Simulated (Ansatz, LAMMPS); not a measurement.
# Charge trapping in amorphous 29Ga2O3-71GeO2 (mol %) (86 atoms): runs compared

Does an extra electron or hole in amorphous 29Ga2O3-71GeO2 (mol %) (86 atoms) stay spread out, or do the atoms trap it?

Computed with Ansatz 0.2.0: Kohn-Sham DFT, PBEsol, PAW (set soft_1), plane waves.

### Step 1. The cell as built

The cell holds 86 atoms: 14 Ga, 17 Ge and 55 O. Cell: a = 10.944 Å, b = 10.944 Å, c = 10.944 Å, α = 90.0°, β = 90.0°, γ = 90.0°. 86 atoms (14 Fe, 17 Ge, 55 O) placed at random at 3.74 g/cm³, melted at 5000 K for 10 ps at fixed volume with the Morse and Coulomb pair potential with partial charges (Pedone, Malavasi, Menziani, Cormack and Segre, J. Phys. Chem. B 110, 11780 (2006)). Quenched from 5000 K to 300 K at 100 K/ps and fixed volume, held 5 ps, then minimised at fixed cell. Then Fe was replaced by Ga and the cell scaled by 1.006 (the potential has no terms for the new elements, so the cell is a start for a DFT relaxation).

What the set-up can't give: The quench rate of 100 K/ps is many orders above laboratory rates, so the cell is likely richer in defects and strain than a real sample. The network of bonds at the start is that of the classical potential that made the cell, and needn't be the one that DFT or experiment would give. Sampling is at Γ alone, for a cell whose shortest periodic width is 11 Å.

### Step 2. The reference run

The reference is a single point at the end of the relaxation.

The charged cells start from the geometry of this run, on a uniform background, with spin and a narrow Fermi–Dirac smearing.

Its input, with most atom lines left out:

```yaml
crystal:
  lattice:
    - [10.94387, 0.0, 0.0]
    - [0.0, 10.94387, 0.0]
    - [0.0, 0.0, 10.94387]
  atoms:
    - { symbol: Ga, position: [0.22654, 0.70658, 0.04109] }
    - { symbol: Ga, position: [0.52922, 0.01564, 0.26811] }
    - { symbol: Ga, position: [0.57005, 0.04851, 0.00257] }
    - { symbol: Ga, position: [0.21666, 0.22817, 0.80584] }
    - { symbol: Ga, position: [0.77848, 0.71397, 0.6331] }
    - { symbol: Ga, position: [0.44383, 0.55338, 0.15883] }
    - { symbol: Ga, position: [0.39855, 0.023, 0.67616] }
    [... atom lines 8 to 86 left out ...]
kpoints:
  mp_grid: { grid: [1, 1, 1] }
hamiltonian:
  xc: pbesol
  pseudopotentials: { kind: paw, azcp: { folder: soft_1 }, xc_functional: pbe }
scf:
  occupations: { method: fermi_dirac, width: 0.025 }
output:
  forces: true
  stress: true
  populations: true
  dos:
    method: { smearing: { sigma: 0.15 } }
    de: 0.1
    projected: { site_lists: { Ga: [Ga], Ge: [Ge], O: [O] } }
  eigenvalues: true
  write_density: true
  write_potential: true
  volumetric_format: npy
```

```
free energy per atom   : -1808.8119 eV/atom
r.m.s. force component : 0.00934 eV/Å
pressure               : -5.681 GPa
```

Filled and empty levels are parted by 1.46 eV (at Γ alone); a semilocal functional tends to put such gaps too low. In a disordered cell it changes from sample to sample, and tail or defect levels can set it.

### Step 3. The runs

Each row is one run, on 4 threads of Intel Xeon Platinum 8488C (Sapphire Rapids), shared host. The free energy is the program's total, comparable only between runs with the same functional, potentials and atoms; between charge states it hangs on the program's zero of potential.

```csv
run,atoms,outcome,"ionic steps, all passes",free energy (eV),time,host memory (GiB)
Single point at the start,86,converged,-,-155550.678,14 s,2.0
Relaxation,86,converged,24,-155557.827,4 min,2.0
Single point at the relaxed geometry,86,converged,-,-155557.827,38 s,2.0
"An extra electron, atoms held",86,converged,-,-155552.957,58 s,3.3
"An extra electron, atoms relaxed",86,converged,3,-155552.983,83 s,3.2
"An extra electron, levels at the relaxed geometry",86,converged,-,-155552.983,54 s,3.3
Neutral at the geometry of the electron,86,converged,-,-155557.801,21 s,2.0
"An extra hole, atoms held",86,converged,-,-155561.018,76 s,3.3
"An extra hole, atoms relaxed",86,converged,19,-155561.484,7.1 min,3.2
"An extra hole, levels at the relaxed geometry",86,converged,-,-155561.484,79 s,3.3
Neutral at the geometry of the hole,86,converged,-,-155556.784,23 s,2.1
```

In some runs the program notes that the exchange-correlation potential is rough where the density is thin.

A closer look about O58, which holds the most spin of the extra hole after relaxation: 8 atoms, nearest first, numbered in the order of the input, with positions taken from that point.

| atom | x | y | z | distance (Å) | Löwdin charge (e) | moment (μB) |
| --- | --- | --- | --- | --- | --- | --- |
| O58 | 0.00 | 0.00 | 0.00 | 0.00 | -0.48 | 0.45 |
| Ga7 | -1.37 | 0.71 | -1.10 | 1.90 | 1.08 | 0.00 |
| Ga11 | -0.65 | -1.85 | 0.26 | 1.97 | 1.03 | 0.00 |
| O38 | -0.76 | 1.09 | 1.70 | 2.16 | -0.54 | 0.32 |
| Ga9 | 2.20 | 0.74 | -0.56 | 2.39 | 1.06 | 0.00 |
| O56 | -2.18 | -1.02 | -0.74 | 2.52 | -0.65 | 0.00 |
| O41 | -0.26 | 0.40 | -2.54 | 2.59 | -0.62 | 0.07 |
| O51 | 2.32 | 0.44 | 1.35 | 2.72 | -0.65 | 0.00 |

### Step 4. Energies and spread of the extra charge

Energies are differences within one cell and functional; the shift is the gain plus the neutral cell's energy at the new geometry, that is how much cheaper the vertical process becomes there. The spread is the participation number of the site moments (1/Σw², over the spin inside atomic spheres), with the atom that holds the largest share and the spin that the spheres hold in all.

```
 carrier  charged less neutral, atoms held (eV)  gain on relaxing (eV)  neutral cell at that geometry, less the reference (eV)  shift of the vertical energy (eV)       spread, atoms held         spread, relaxed
electron                                  4.870                  0.026                                                   0.026                              0.052   65; O78 4 % of 0.27 μB  60; O78 4 % of 0.31 μB
    hole                                 -3.191                  0.466                                                 1.044 †                            1.509 †  16; O58 16 % of 0.86 μB  3; O58 49 % of 0.91 μB
```

† At this geometry the neutral cell has partly filled levels and no spin, so this energy is doubtful.

### Step 5. Findings

The extra electron gains 0.026 eV as the atoms relax, and its spin stays on about 60 atoms: it stays spread out at this level. The cell with the electron ends on a moment of 0.75 μB, short of the 1 μB of one unpaired electron, so the spin density holds only part of the carrier. With the atoms held, the spheres hold only 0.27 of the 0.65 μB, so the spread is read from a small part of the spin. The extra hole gains 0.47 eV as the atoms relax, and its spin goes from about 16 to 3 atoms: the atoms trap it, with the largest share on O58. The O58–O38 distance goes from 2.58 to 2.16 Å. Adding the two vertical energies gives 1.68 eV, against a gap of 1.46 eV in the neutral cell. The zero of the potential cancels in this sum; the excess isn't taken apart here: charging of a small cell, filling of bands on a coarse mesh and the attraction to the background can all enter.

Caveats: Single energies of charged cells hang on the program's zero of potential. In the spin-polarised runs the search for a state of lower energy was switched off. No distortion was seeded, so a trapped state behind a barrier can't be found. Local and semilocal functionals favour spread-out charges, so trapping can be missed. The pressure of -5.7 GPa says that the cell would shrink at this level of theory. Charged cells carry a uniform background, with no correction for images.

The DFT runs together took 19 min of wall time.

[Logs are printed without paths, hosts, clocks, repeated set-up lines and the standing remarks that a program may print on its own settings, such as how far it seeks lower states.]

[Hosts, paths, dates, database ids (printed as entryN), source tags and the programs' standing remarks are cut or masked in the printed files.]
